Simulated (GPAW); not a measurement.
# Dielectric function and optical constants of Ni, part 2 of 2

Aim: the dielectric function of Ni, and the optical constants that follow from it.

GPAW 26.7.0; DFT, PBE, plane-wave PAW (GPAW data sets), scalar-relativistic, RPA, optical limit.

So far. Step 2 (Ground state): There are states at the Fermi level within the smearing, so the occupations stay smeared and the carriers get a Drude term.

## Step 4: Dielectric function, RPA

Local fields let the induced charge screen the field inside the cell, which as a rule lowers ε, most along directions where the density is uneven.

This step: DFT, PBE, plane-wave PAW (GPAW data sets), scalar-relativistic, RPA, optical limit (GPAW 26.7.0).

Contents of df.py:

```python
from gpaw.response.df import DielectricFunction

df = DielectricFunction('full.gpw', frequencies={'type': 'nonlinear', 'domega0': 0.03, 'omega2': 8},
                        ecut=50,
                        eta=0.15,
                        nbands=17,
                        rate=0.05,
                        txt='df.txt')
for direction in ['x']:
    df.get_dielectric_function(xc='RPA', direction=direction, filename=f'df_{direction}.csv')
```

Started as:

```bash
OMP_NUM_THREADS=1 python df.py
```

Numbers of over 12 decimals in the logs are rounded to 6 here.

The log of the run:

```text
Using integrator: PointIntegrator
NonLinearFrequencyDescriptor(from 0.000 to 116.147 eV, 553 points)
Nonperiodic BCs:  [False False False]
Using integrator: PointIntegrator
NonLinearFrequencyDescriptor(from 0.000 to 116.147 eV, 553 points)
Nonperiodic BCs:  [False False False]
Using integrator: PointIntegrator

Calculating chi0 body with:
    Ground state adapter containing:
    Number of spins: 2
    Number of kpoints: 13824
    Number of irreducible kpoints: 413
    Number of completely occupied states: 5
    Number of partially occupied states: 9

    Linear response parametrization:
    q_c: [0.0, 0.0, 0.0]
    Number of frequency points: 553
    Planewave cutoff: 50.0
    Number of bands: 17
    Number of planewaves: 15
    Broadening (eta): 0.15

Integrating chi0 body.

Symmetries of q_c:
    Direct symmetries (Uq -> q): 48
    Indirect symmetries (TUq -> q): 0
In total 48 allowed symmetries.

413 groups of equivalent kpoints. 97.012442% reduction.

Integral kind: spectral function

Calculating chi0 optical extensions with:
    Ground state adapter containing:
    Number of spins: 2
    Number of kpoints: 13824
    Number of irreducible kpoints: 413
    Number of completely occupied states: 5
    Number of partially occupied states: 9

    Linear response parametrization:
    Number of frequency points: 553
    Planewave cutoff: 50.0
    Number of bands: 17
    Number of planewaves: 15
    Broadening (eta): 0.15
Integrating chi0 head and wings.

Symmetries of q_c:
    Direct symmetries (Uq -> q): 48
    Indirect symmetries (TUq -> q): 0
In total 48 allowed symmetries.

413 groups of equivalent kpoints. 97.012442% reduction.

Integral kind: spectral function wings

Calculating drude chi0 with:
    Number of frequency points:553
    Plasma frequency decay rate: 0.05 eV

    Ground state adapter containing:
    Number of spins: 2
    Number of kpoints: 13824
    Number of irreducible kpoints: 413
    Number of completely occupied states: 5
    Number of partially occupied states: 9

Symmetries of q_c:
    Direct symmetries (Uq -> q): 48
    Indirect symmetries (TUq -> q): 0
In total 48 allowed symmetries.

413 groups of equivalent kpoints. 97.012442% reduction.

Integral kind: intraband
Plasma frequency:
[[6.89-0.j 0.  -0.j 0.  -0.j]
 [0.  -0.j 6.89-0.j 0.  -0.j]
 [0.  -0.j 0.  -0.j 6.89-0.j]]
```

Elapsed: 26 s, on 1 thread of Arm Neoverse V1, shared host; peak memory 0.21 GiB.

Read-outs, printed or worked out from the files:

| Quantity | Value |
| --- | --- |
| main peak of the optical conductivity above 1 eV, first axis | 5.650 eV |

Some rows of df_x.csv (energy; Re and Im without local fields; Re and Im with them):

```text
0.000000, 19143.449957, -0.000000, 19143.441076, -0.000000
0.460735, -185.319067, 87.073667, -185.321951, 87.068961
0.943989, -41.848517, 38.559975, -41.848028, 38.557868
1.451455, -19.736229, 24.506235, -19.736207, 24.505008
1.984998, -12.079703, 18.430777, -12.077298, 18.431081
2.546682, -9.679503, 11.769723, -9.680143, 11.768726
3.138794, -6.311467, 8.459328, -6.310941, 8.457542
3.763875, -4.256230, 5.387896, -4.255754, 5.388552
4.424758, -1.752915, 3.955539, -1.755831, 3.957911
5.124608, 0.478897, 6.477782, 0.475559, 6.474575
5.866977, -3.240916, 6.049703, -3.238022, 6.050110
6.655862, -2.217535, 3.010788, -2.215007, 3.004170
7.495775, -0.971775, 2.517960, -0.960035, 2.513700
8.391833, -0.771800, 2.762042, -0.754643, 2.773767
9.349861, -0.453269, 2.167998, -0.441112, 2.189738
10.376517, -0.528771, 1.899875, -0.543837, 1.933614
11.479449, -0.100904, 1.582693, -0.123654, 1.595489
12.667487, 0.035077, 1.498620, 0.019286, 1.496448
13.950874, 0.168514, 1.529255, 0.156445, 1.530641
```

The Im ε, E ∥ x by photon energy; read off at these points:

| photon energy (eV) | Im ε, E ∥ x |
| --- | --- |
| 0.500 | 76.2 |
| 0.750 | 47.0 |
| 1.000 | 35.9 |
| 1.250 | 28.8 |
| 1.500 | 23.4 |
| 1.750 | 20.7 |
| 2.000 | 18.4 |
| 2.250 | 15.1 |
| 2.500 | 12.2 |
| 2.750 | 10.3 |
| 3.000 | 8.73 |
| 3.250 | 8.25 |
| 3.500 | 6.41 |
| 3.750 | 5.42 |
| 4.000 | 5.04 |
| 4.250 | 4.35 |
| 4.500 | 3.92 |
| 4.750 | 4.36 |
| 5.000 | 5.57 |
| 5.250 | 6.83 |
| 5.466 | 7.26 |
| 5.500 | 7.26 |
| 5.750 | 6.81 |
| 6.000 | 5.23 |
| 6.250 | 3.75 |
| 6.500 | 3.46 |
| 6.750 | 2.83 |
| 7.000 | 2.76 |
| 7.250 | 2.89 |
| 7.500 | 2.52 |
| 7.750 | 2.78 |
| 8.000 | 2.57 |
| 8.250 | 2.81 |
| 8.500 | 2.65 |
| 8.750 | 2.42 |
| 9.000 | 2.41 |
| 9.250 | 2.17 |
| 9.500 | 2.28 |
| 9.750 | 2.13 |
| 10.000 | 2.12 |
| 10.250 | 2.09 |
| 10.500 | 1.85 |
| 10.750 | 1.83 |
| 11.000 | 1.65 |
| 11.250 | 1.64 |
| 11.500 | 1.60 |
| 11.750 | 1.57 |
| 12.000 | 1.57 |
| 12.250 | 1.55 |
| 12.500 | 1.53 |
| 12.750 | 1.48 |
| 13.000 | 1.46 |
| 13.250 | 1.45 |
| 13.500 | 1.46 |
| 13.750 | 1.55 |

Table of Re ε, E ∥ x by photon energy:

photon energy (eV), Re ε, E ∥ x and a bar from the least value:
```
      0.5       -156 
      1.0        -38 #######################
      1.5        -18 ##########################
      2.0        -12 ############################
      2.5        -10 ############################
      3.0         -7 ############################
      3.5         -6 #############################
      4.0         -3 #############################
      4.5         -1 ##############################
      5.0          1 ##############################
      5.5         -1 ##############################
      6.0         -3 #############################
      6.5         -2 #############################
      7.0         -1 ##############################
      7.5         -1 ##############################
      8.0         -1 ##############################
      8.5         -1 ##############################
      9.0         -1 ##############################
      9.5          0 ##############################
     10.0          0 ##############################
     10.5          0 ##############################
     11.0          0 ##############################
     11.5          0 ##############################
     12.0          0 ##############################
     12.5          0 ##############################
     13.0          0 ##############################
     13.5          0 ##############################
```

Loss function −Im 1/ε at q → 0, E ∥ x against energy loss; read off at these points:

| energy loss (eV) | loss function −Im 1/ε at q → 0, E ∥ x |
| --- | --- |
| 0.500 | 0.00255 |
| 0.750 | 0.00729 |
| 1.000 | 0.0131 |
| 1.250 | 0.0205 |
| 1.500 | 0.0263 |
| 1.750 | 0.0331 |
| 2.000 | 0.0381 |
| 2.250 | 0.0402 |
| 2.500 | 0.0493 |
| 2.750 | 0.0585 |
| 3.000 | 0.0693 |
| 3.250 | 0.0763 |
| 3.500 | 0.0867 |
| 3.750 | 0.113 |
| 4.000 | 0.139 |
| 4.250 | 0.166 |
| 4.500 | 0.229 |
| 4.607 | 0.242 |
| 4.750 | 0.229 |
| 5.000 | 0.176 |
| 5.250 | 0.147 |
| 5.500 | 0.134 |
| 5.750 | 0.125 |
| 6.000 | 0.132 |
| 6.250 | 0.165 |
| 6.500 | 0.194 |
| 6.750 | 0.241 |
| 7.000 | 0.293 |
| 7.250 | 0.289 |
| 7.500 | 0.348 |
| 7.750 | 0.331 |
| 8.000 | 0.367 |
| 8.250 | 0.339 |
| 8.500 | 0.344 |
| 8.750 | 0.383 |
| 9.000 | 0.386 |
| 9.250 | 0.433 |
| 9.500 | 0.421 |
| 9.750 | 0.448 |
| 10.000 | 0.455 |
| 10.250 | 0.450 |
| 10.500 | 0.512 |
| 10.750 | 0.522 |
| 11.000 | 0.586 |
| 11.250 | 0.597 |
| 11.500 | 0.622 |
| 11.750 | 0.633 |
| 12.000 | 0.637 |
| 12.250 | 0.643 |
| 12.500 | 0.654 |
| 12.750 | 0.676 |
| 13.000 | 0.683 |
| 13.169 | 0.686 |
| 13.250 | 0.684 |
| 13.500 | 0.670 |
| 13.750 | 0.634 |

Im ε, E ∥ x against photon energy; read off at these points:

| photon energy (eV) | without local fields | with local fields |
| --- | --- | --- |
| 0.5 | 76.2 | 76.2 |
| 1.0 | 35.9 | 35.9 |
| 1.5 | 23.4 | 23.4 |
| 2.0 | 18.4 | 18.4 |
| 2.5 | 12.2 | 12.2 |
| 3.0 | 8.73 | 8.73 |
| 3.5 | 6.41 | 6.41 |
| 4.0 | 5.04 | 5.04 |
| 4.5 | 3.92 | 3.92 |
| 5.0 | 5.57 | 5.57 |
| 5.5 | 7.26 | 7.26 |
| 6.0 | 5.23 | 5.23 |
| 6.5 | 3.46 | 3.46 |
| 7.0 | 2.77 | 2.76 |
| 7.5 | 2.52 | 2.52 |
| 8.0 | 2.56 | 2.57 |
| 8.5 | 2.64 | 2.65 |
| 9.0 | 2.39 | 2.41 |
| 9.5 | 2.25 | 2.28 |
| 10.0 | 2.09 | 2.12 |
| 10.5 | 1.82 | 1.85 |
| 11.0 | 1.63 | 1.65 |
| 11.5 | 1.59 | 1.60 |
| 12.0 | 1.57 | 1.57 |
| 12.5 | 1.53 | 1.53 |
| 13.0 | 1.46 | 1.46 |
| 13.5 | 1.47 | 1.46 |

The reflectivity at normal incidence, E ∥ x by photon energy; read off at these points:

| photon energy (eV) | reflectivity at normal incidence, E ∥ x (%) |
| --- | --- |
| 0.500 | 93.4 |
| 0.750 | 87.3 |
| 1.000 | 81.8 |
| 1.250 | 76.2 |
| 1.500 | 73.2 |
| 1.750 | 69.4 |
| 2.000 | 67.5 |
| 2.250 | 68.5 |
| 2.500 | 66.2 |
| 2.750 | 64.0 |
| 3.000 | 61.8 |
| 3.250 | 60.0 |
| 3.500 | 60.1 |
| 3.750 | 55.3 |
| 4.000 | 50.1 |
| 4.250 | 47.2 |
| 4.500 | 36.8 |
| 4.750 | 29.1 |
| 5.000 | 29.8 |
| 5.250 | 35.9 |
| 5.500 | 40.9 |
| 5.750 | 47.1 |
| 6.000 | 51.1 |
| 6.125 | 52.0 |
| 6.250 | 50.2 |
| 6.500 | 46.8 |
| 6.750 | 43.8 |
| 7.000 | 37.3 |
| 7.250 | 36.4 |
| 7.500 | 32.8 |
| 7.750 | 31.3 |
| 8.000 | 29.1 |
| 8.250 | 29.3 |
| 8.500 | 31.4 |
| 8.750 | 29.4 |
| 9.000 | 29.1 |
| 9.250 | 27.7 |
| 9.500 | 26.4 |
| 9.750 | 26.5 |
| 10.000 | 25.7 |
| 10.250 | 27.1 |
| 10.500 | 25.9 |
| 10.750 | 25.3 |
| 11.000 | 23.5 |
| 11.250 | 22.3 |
| 11.500 | 20.4 |
| 11.750 | 20.1 |
| 12.000 | 18.9 |
| 12.250 | 18.0 |
| 12.500 | 18.3 |
| 12.750 | 17.5 |
| 13.000 | 16.5 |
| 13.250 | 15.7 |
| 13.500 | 15.0 |
| 13.750 | 15.4 |

At chosen wavelengths:

| wavelength (nm) | n | k | R (%) | 1/α |
| --- | --- | --- | --- | --- |
| 1550 | 2.75 | 8.032 | 86.0 | 15 nm |
| 1064 | 2.56 | 5.838 | 78.1 | 15 nm |
| 633 | 2.23 | 4.152 | 67.7 | 12 nm |
| 405 | 1.45 | 2.957 | 60.7 | 11 nm |
| 308 | 1.17 | 2.145 | 49.7 | 11 nm |
| 248 | 1.79 | 1.553 | 29.8 | 13 nm |
| 193 | 0.97 | 1.841 | 46.7 | 8.3 nm |

A polished face would reflect 68 % of daylight and look light grey (CIE x = 0.317, y = 0.336 under D65).

## Step 5: Results

```yaml
main_peak_of_the_optical_conductivity_above_1_ev_first_axis: 5.65 eV
```

At this level (PBE, RPA) Ni is a metal; it reflects 69 % at 550 nm. A polished face would reflect 68 % of daylight and look light grey (CIE x = 0.317, y = 0.336 under D65). The carriers' damping of 0.05 eV is typed, not computed; it shapes the response at the lowest energies. The magnetic state comes from one start and need not be the lowest. The sum runs over mesh points, so small or evenly spaced maxima can still be ripples of the mesh. In this version of GPAW the matrix elements of the optical limit are incomplete, which can lower ε − 1 by up to a tenth where first-row anions or d states rule, and shift it by more in d metals. GPAW's carrier term has the form −ωp²/(ω + i·rate)², which damps like twice the rate and fails at low energy, so the curves leave the lowest energies out.

[Machine, clock and banner lines and Python warnings are left out of the logs.]

[Logs are printed without paths, hosts, clocks, repeated set-up lines and the standing remarks that a program may print on its own settings, such as how far it seeks lower states.]

[Hosts, paths, dates, database ids (printed as entryN), source tags and the programs' standing remarks are cut or masked in the printed files.]
